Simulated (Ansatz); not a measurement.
## LiTi2 (built on the sites of a database entry of Zr2Cu): phonons and vibrational spectra

Wanted: vibrations and spectra of LiTi2 (built on the sites of a database entry of Zr2Cu); the cell is already relaxed.

Program: Ansatz 0.2.0. Level of theory: DFT PBEsol, scalar-relativistic, plane waves, PAW. Results are calculated unless marked as measured.

The structure was built from a prototype and need not be the compound's stable phase.

The structure is tetragonal, space group I4/mmm (No. 139). Conventional cell: a = 2.754 Å, b = 2.754 Å, c = 14.041 Å, α = 90.00°, β = 90.00°, γ = 90.00°. Nearest to Ti lie 8 Ti at 2.72 to 2.75 Å. Nearest to Li lie 4 Li at 2.75 Å. Farther neighbours are not listed.

Structure file:

```cif
data_structure
_symmetry_space_group_name_H-M 'P 1'
_symmetry_Int_Tables_number 1
_cell_length_a 7.2854
_cell_length_b 7.2854
_cell_length_c 7.2854
_cell_angle_alpha 158.210
_cell_angle_beta 158.210
_cell_angle_gamma 31.007
_cell_volume 53.24
loop_
_atom_site_label
_atom_site_type_symbol
_atom_site_fract_x
_atom_site_fract_y
_atom_site_fract_z
_atom_site_occupancy
Ti1 Ti 0.31759 0.31759 0.00000 1
Ti2 Ti 0.68241 0.68241 0.00000 1
Li3 Li 0.00000 0.00000 0.00000 1
```

```yaml
space_group_within_0p01_a: I4/mmm
volume_per_atom: 17.7 Å³
electronic_character: no gap on this mesh
highest_optical_mode_at_the_zone_centre_no_lo_to_term: 317 cm⁻¹
lowest_optical_zone_centre_mode: 150 cm⁻¹
imaginary_modes_at_gamma_the_only_wavevector_solved: none
```

**Reading.** The structure is stable against zone-centre distortions, since no mode there is imaginary; other wavevectors were not solved, so zone-boundary instabilities are untested. The optical modes at Γ span 150 to 317 cm⁻¹. No dispersion was computed. The highest mode in this list at Γ, 317.3 cm⁻¹, is mostly motion of Li (93 % of the kinetic energy). With no gap, or one that is small against the smearing, the frequencies hang on the k mesh and the smearing, most of all near Kohn anomalies. The phonon runs are without spin polarisation, although the cell has an odd electron count. The starting cell was built on a prototype and not taken from a measurement, so the phase need not exist. These are harmonic frequencies at zero temperature: anharmonic shifts, linewidths and thermal expansion are left out.

**Question.** Which input and command would start the first run of this session?

A: The input that was run:

input.yaml reads:

```yaml
crystal:
  lattice:
    - [-1.37698485, 1.37698485, 7.0203421346]
    - [1.37698485, -1.37698485, 7.0203421346]
    - [1.37698485, 1.37698485, -7.0203421346]
  atoms:
    - { symbol: Ti, position: [0.3175905661, 0.3175905661, 0.0] }
    - { symbol: Ti, position: [0.6824094339, 0.6824094339, 0.0] }
    - { symbol: Li, position: [0.0, 0.0, 0.0] }
kpoints:
  mp_grid: { grid: [24, 24, 24] }
hamiltonian:
  xc: pbesol
scf:
  occupations: { method: methfessel_paxton, width: 0.2 }
output:
  eigenvalues: true
phonons:
  method: dfpt
```

Command:

```sh
ansatz run input.yaml --threads 8 --pin off --max-ram 14336MiB --backend cpu --events-out ev --progress --plain --runs-dir out
```

[Logs are printed without paths, hosts, clocks, repeated set-up lines and the standing remarks that a program may print on its own settings, such as how far it seeks lower states.]

[Hosts, paths, dates, database ids (printed as entryN), source tags and the programs' standing remarks are cut or masked in the printed files.]
